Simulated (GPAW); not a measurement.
Consider KCdF3 (Pm-3m).

```xyz
5
Lattice="4.3821 0.0000 0.0000 0.0000 4.3821 0.0000 0.0000 0.0000 4.3821" Properties=species:S:1:pos:R:3 pbc="T T T"
Cd    2.1910    2.1910    2.1910
K     0.0000    0.0000    0.0000
F     2.1910    2.1910    0.0000
F     2.1910    0.0000    2.1910
F     0.0000    2.1910    2.1910
```

Absorber: atom 2, with 12 F at 3.10 Å (cuboctahedral, site symmetry m-3m). Method: GPAW, LDA, full core hole (charged cell), 20-atom cell with 7.6 Å between holes, 3×3×3 k points, dipole transitions, Gaussian full width 0.9 eV up to 4 eV, rising linearly to 3.5 eV at 25 eV.

Predict the near-edge structure at the K K edge.

Main maxima up to 30 eV above the zero (height): 6.0 eV (2.97), 8.9 eV (2.27), 16.3 eV (0.97), 22.2 eV (1.16) and 27.8 eV (1.98). A K edge sees empty p states on the absorber. The total-energy difference plus the lowest empty eigenvalue puts the zero at 3611.54 eV. One term is added: -19.73 eV, since the hole is spin-paired here and a spin-polarised one costs that much less in the free atom (computed apart). The photon energy is then 3591.81 eV. The tabulated edge of the element is 3608.4 eV. The functional and the charged cell's background leave an error in such absolute values: in the free atom LDA prices this hole 11.1 eV below PBE (computed apart), and PBE is itself good to a few eV.

The K K spectrum (energy from the lowest empty level; intensity scaled to a mean of 1 over the first 20 eV):

| E (eV) | intensity |
| --- | --- |
| -2.0 | 0.00 |
| -1.5 | 0.00 |
| -1.0 | 0.00 |
| -0.5 | 0.00 |
| 0.0 | 0.00 |
| 0.5 | 0.02 |
| 1.0 | 0.04 |
| 1.5 | 0.06 |
| 2.0 | 0.20 |
| 2.5 | 0.49 |
| 3.0 | 0.60 |
| 3.5 | 0.64 |
| 4.0 | 0.74 |
| 4.5 | 1.09 |
| 5.0 | 1.30 |
| 5.5 | 2.22 |
| 6.0 | 2.97 |
| 6.5 | 2.35 |
| 7.0 | 1.65 |
| 7.5 | 1.59 |
| 8.0 | 1.93 |
| 8.5 | 2.19 |
| 9.0 | 2.27 |
| 9.5 | 2.10 |
| 10.0 | 1.72 |
| 10.5 | 1.35 |
| 11.0 | 1.08 |
| 11.5 | 0.82 |
| 12.0 | 0.55 |
| 12.5 | 0.32 |
| 13.0 | 0.19 |
| 13.5 | 0.16 |
| 14.0 | 0.22 |
| 14.5 | 0.38 |
| 15.0 | 0.62 |
| 15.5 | 0.83 |
| 16.0 | 0.96 |
| 16.5 | 0.96 |
| 17.0 | 0.89 |
| 17.5 | 0.82 |
| 18.0 | 0.78 |
| 18.5 | 0.77 |
| 19.0 | 0.78 |
| 19.5 | 0.80 |
| 20.0 | 0.85 |
| 20.5 | 0.92 |
| 21.0 | 1.02 |
| 21.5 | 1.11 |
| 22.0 | 1.16 |
| 22.5 | 1.15 |
| 23.0 | 1.10 |
| 23.5 | 1.04 |
| 24.0 | 1.01 |
| 24.5 | 1.04 |
| 25.0 | 1.14 |
| 25.5 | 1.30 |
| 26.0 | 1.50 |
| 26.5 | 1.71 |
| 27.0 | 1.88 |
| 27.5 | 1.97 |
| 28.0 | 1.97 |
| 28.5 | 1.89 |
| 29.0 | 1.74 |
| 29.5 | 1.56 |
| 30.0 | 1.38 |
| 30.5 | 1.22 |
| 31.0 | 1.10 |
| 31.5 | 1.01 |
| 32.0 | 0.95 |

The mesh is coarse (0.34 Å⁻¹ between points), so small maxima may be mesh ripples. Lifetime broadening is put in by hand, and intensities beyond about 20 eV depend on it and on the partial waves. The structure is a computed Materials Project entry and may be a hypothetical form.

[Banner, clock and machine lines of the logs are left out without a mark of their own.]

[Logs are printed without paths, hosts, clocks, repeated set-up lines and the standing remarks that a program may print on its own settings, such as how far it seeks lower states.]

[Hosts, paths, dates, database ids (printed as entryN), source tags and the programs' standing remarks are cut or masked in the printed files.]

[Lists of maxima count a maximum above −3 eV only where it reaches 4 % of the highest in the window and stands out from its surroundings by 2 % of it (1.5 % where it reaches 55 %); shoulders and weaker maxima are passed over, and of the rest the first, up to two pre-edge ones and the few strongest are named.]
